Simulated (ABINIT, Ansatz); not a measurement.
## How the form of the self-energy moves the gap of AlGa3N4 (P-43m)

Wanted: the gap of AlGa3N4 (P-43m) under several approximations, with cost.

Program: ABINIT 10.8.3. Level of theory: PBEsol and many-body steps on it, plane waves. Results are calculated unless marked as measured.

This is a report of a sequence of runs, with most program output left out.

**1. The structure**

It takes space group P-43m (No. 215, cubic). Conventional cell: a = 4.472 Å, b = 4.472 Å, c = 4.472 Å, α = 90.00°, β = 90.00°, γ = 90.00°. Al has 4 N at 1.89 Å nearest. Nearest to Ga lie 4 N at 1.95 Å. Nearest to N lie 1 Al at 1.89 Å and 3 Ga at 1.95 Å. Farther neighbours and most contacts between anions are not listed.

The cell and positions are those that the Materials Project relaxed with its own functionals (PBE, PBE+U or r2SCAN), kept fixed.

**2. Empty states on the mesh, 2×2×2 mesh, 206 bands**

This step: ABINIT 10.8.3; DFT, PBEsol, plane waves, norm-conserving pseudopotentials.

The sums over transitions need many empty states on a uniform mesh; this step solves for them.

The input, run.abi:

```
acell 3*1.0 Angstrom
rprim 
  4.471685360000 0.000000000000 0.000000000000
  0.000000000000 4.471685360000 0.000000000000
  0.000000000000 0.000000000000 4.471685360000
ntypat 3
znucl 13 31 7
natom 8
typat 1 2 2 2 3 3 3 3
xred 
  0.000000000000 0.000000000000 0.000000000000
  0.500000000000 0.500000000000 0.000000000000
  0.500000000000 0.000000000000 0.500000000000
  0.000000000000 0.500000000000 0.500000000000
  0.755714420000 0.755714420000 0.244285580000
  0.755714420000 0.244285580000 0.755714420000
  0.244285580000 0.755714420000 0.755714420000
  0.244285580000 0.244285580000 0.244285580000
pp_dirpath "pseudos"
pseudos "Al.upf, Ga.upf, N.upf"
ecut 45
ngkpt 2 2 2
nshiftk 1
shiftk 0 0 0
kptopt 1
chksymbreak 0
iscf -2
irdden 1
istwfk *1
nband 206
nbdbuf 18
tolwfr 1e-09
nstep 60
prtvol 0
indata_prefix "in"
outdata_prefix "out"
tmpdata_prefix "tmp"
```

Launch:

```bash
$ OMP_NUM_THREADS=1 mpirun -n 4 abinit run.abi > log
```

It took 3.2 min on 4 MPI ranks of Intel Xeon Platinum 8259CL at 2.50GHz (Skylake/Cascade Lake), shared host; peak memory 0.54 GiB; 13 min of CPU time.

This step gave:

- gap: 2.296 eV
- k of the valence top: 0, 0, 0
- k of the conduction bottom: 0, 0, 0
- least direct gap: 2.296 eV
- k points computed: 4
- lowest point of the top converged band, above the valence top: 70.2220 eV

On this mesh the gap is 2.296 eV.

The density comes from a self-consistent run that is not shown.

**3. Screening, 2×2×2 mesh, 102 bands, screening to 114.3 eV**

The RPA dielectric matrix is built and inverted for each q.

This step: RPA screening on PBEsol, plane waves, norm-conserving pseudopotentials.

run.abi, as its differences from that of step 2:

```diff
@@ -26,10 +26,11 @@
 chksymbreak 0
-iscf -2
-irdden 1
 istwfk *1
-nband 206
-nbdbuf 18
-tolwfr 1e-09
-nstep 60
-prtvol 0
+occopt 1
+irdwfk 1
+optdriver 3
+nband 102
+ecuteps 4.2
+inclvkb 2
+awtr 1
+symchi 1
 indata_prefix "in"
```

Wall time 57 s (4 MPI ranks); peak memory 1.4 GiB.

This step gave:

* ε∞ with local fields, on this mesh, along the program's q direction: 8.071
* the same without local fields: 8.652
* plasma frequency: 36.42 eV
* plane waves in the screening matrix: 251

Local fields lower ε∞ by 7 %. On a Γ-centred mesh this coarse the value itself is usually too large, while a short band sum pulls it down.

**4. G0W0, Godby-Needs plasmon pole**

The self-energy is evaluated for the states that the input lists, and the levels follow from it, in one-shot runs by the linearised quasiparticle equation.

This step: G0W0 on PBEsol, plane waves, norm-conserving pseudopotentials.

run.abi, as its differences from that of step 3:

```diff
@@ -29,8 +29,15 @@
 irdwfk 1
-optdriver 3
+optdriver 4
 nband 102
+gwcalctyp 0
+ecutsigx 45
+symsigma 1
+nkptgw 1
+kptgw 
+  0.0000000000 0.0000000000 0.0000000000
+bdgw 
+  41 47
 ecuteps 4.2
-inclvkb 2
-awtr 1
-symchi 1
+irdscr 1
+ppmodel 1
 indata_prefix "in"
```

Wall time 14 s (4 MPI ranks); peak memory 1.1 GiB; 56 s of CPU time.

Numbers from this step:

```
G0W0 gap on the points computed              : 3.239 eV
starting gap on the mesh                     : 2.296 eV
k of the valence top                         : 0, 0, 0
k of the conduction bottom                   : 0, 0, 0
Z at the valence top                         : 0.794
Z at the conduction bottom                   : 0.817
least direct G0W0 gap on the computed points : 3.239 eV
```

The gap on the mesh goes from 2.30 eV to 3.24 eV, a correction of +0.94 eV.

**5. G0W0, Hybertsen-Louie plasmon pole**

run.abi, as its differences from that of step 4:

```diff
@@ -41,3 +41,3 @@
 irdscr 1
-ppmodel 1
+ppmodel 2
 indata_prefix "in"
```

It took 17 s on 4 MPI ranks; peak memory 1.1 GiB.

This step gave:

```yaml
g0w0_gap_on_the_points_computed: 3.232 eV
starting_gap_on_the_mesh: 2.296 eV
k_of_the_valence_top: 0, 0, 0
k_of_the_conduction_bottom: 0, 0, 0
z_at_the_valence_top: 0.883
z_at_the_conduction_bottom: 0.889
least_direct_g0w0_gap_on_the_computed_points: 3.232 eV
```

Against G0W0 in ABINIT (2×2×2 mesh, 102 bands, screening to 114.3 eV, Godby-Needs plasmon pole), the gap moves by −0.007 eV.

**6. G0W0, Engel-Farid plasmon pole**

run.abi, as its differences from that of step 5:

```diff
@@ -41,3 +41,3 @@
 irdscr 1
-ppmodel 2
+ppmodel 4
 indata_prefix "in"
```

The job ended after 16 s (4 MPI ranks; peak memory 1.1 GiB; 61 s of CPU time).

Numbers from this step:

```yaml
g0w0_gap_on_the_points_computed: 3.194 eV
starting_gap_on_the_mesh: 2.296 eV
k_of_the_valence_top: 0, 0, 0
k_of_the_conduction_bottom: 0, 0, 0
least_direct_g0w0_gap_on_the_computed_points: 3.194 eV
```

Against G0W0 in ABINIT (2×2×2 mesh, 102 bands, screening to 114.3 eV, Godby-Needs plasmon pole), the gap moves by −0.045 eV.

**7. One-shot Hartree-Fock**

This step: one-shot Hartree-Fock on PBEsol, plane waves, norm-conserving pseudopotentials.

run.abi, as its differences from that of step 6:

```diff
@@ -30,4 +30,4 @@
 optdriver 4
-nband 102
-gwcalctyp 0
+nband 47
+gwcalctyp 5
 ecutsigx 45
@@ -39,5 +39,4 @@
   41 47
-ecuteps 4.2
-irdscr 1
-ppmodel 4
+ixc_sigma 40
+fftgw 31
 indata_prefix "in"
```

Elapsed: 7.5 s, on 4 MPI ranks; peak memory 1.1 GiB; 29 s of CPU time.

This step gave:

```
quasiparticle gap on the points computed              : 10.47 eV
starting gap on the mesh                              : 2.296 eV
k of the valence top                                  : 0, 0, 0
k of the conduction bottom                            : 0, 0, 0
least direct quasiparticle gap on the computed points : 10.47 eV
```

Against G0W0 in ABINIT (2×2×2 mesh, 102 bands, screening to 114.3 eV, Godby-Needs plasmon pole), the gap moves by +7.233 eV.

**8. The runs together**

Times are wall times on 4 MPI ranks of Intel Xeon Platinum 8259CL at 2.50GHz (Skylake/Cascade Lake), shared host, good to a factor of about two. A run's time includes the screening step that it read.

```csv
run,mesh,bands,screening cutoff (eV),DFT gap (eV),gap on the mesh (eV),direct (eV),ε∞ used,time
"G0W0, Godby-Needs plasmon pole",2×2×2,102,114.3,2.296,3.239,3.239,8.07,72 s
"G0W0, Hybertsen-Louie plasmon pole",2×2×2,102,114.3,2.296,3.232,3.232,8.07,74 s
"G0W0, Engel-Farid plasmon pole",2×2×2,102,114.3,2.296,3.194,3.194,8.07,73 s
one-shot Hartree-Fock,2×2×2,-,-,2.296,10.472,10.472,-,7.5 s
```

**9. Outcome**

```
G0W0, Godby-Needs plasmon pole     : 3.239 eV
G0W0, Hybertsen-Louie plasmon pole : 3.232 eV
G0W0, Engel-Farid plasmon pole     : 3.194 eV
one-shot Hartree-Fock              : 10.472 eV
known limits                       : not at the basis limit; no spin-orbit coupling; coarse k mesh
```

In words: G0W0, Hybertsen-Louie plasmon pole: −0.007 eV against G0W0, Godby-Needs plasmon pole. G0W0, Engel-Farid plasmon pole: −0.045 eV against G0W0, Godby-Needs plasmon pole. One-shot Hartree-Fock: +7.233 eV against G0W0, Godby-Needs plasmon pole. Bare exchange alone opens the gap to 10.47 eV; against G0W0, correlation takes back 7.23 eV. Bands and cutoff are finite, so the gap is not at the basis limit. The miss can reach some tenths of an eV and take either sign; the mesh is an error of its own. In the G0W0 runs levels were corrected at 1 k point alone, so a gap called «on the mesh» is the least over those, and an edge elsewhere would be missed. The 2×2×2 mesh is coarse for this cell, which bears on the long-range parts of exchange and screening. The many-body steps are scalar-relativistic: spin-orbit coupling is not in them.

[Paths, hosts, dates, memory and timing lines, banners, echoed tables and standing remarks are left out of the program output.]

[Logs are printed without paths, hosts, clocks, repeated set-up lines and the standing remarks that a program may print on its own settings, such as how far it seeks lower states.]

[Runs of the session that timed out or met a known fault of the program may be left out.]

[Hosts, paths, dates, database ids (printed as entryN), source tags and the programs' standing remarks are cut or masked in the printed files.]

[G0W0 gaps are taken among the corrected bands and points alone; a level outside them can change the order at an edge.]

[Where Ansatz stands beside ABINIT at settings called matched, ABINIT's density can come from a denser mesh and the files from another edition; pairs whose starting gaps differed by over 0.03 eV were left out, so agreement reads better than it is.]
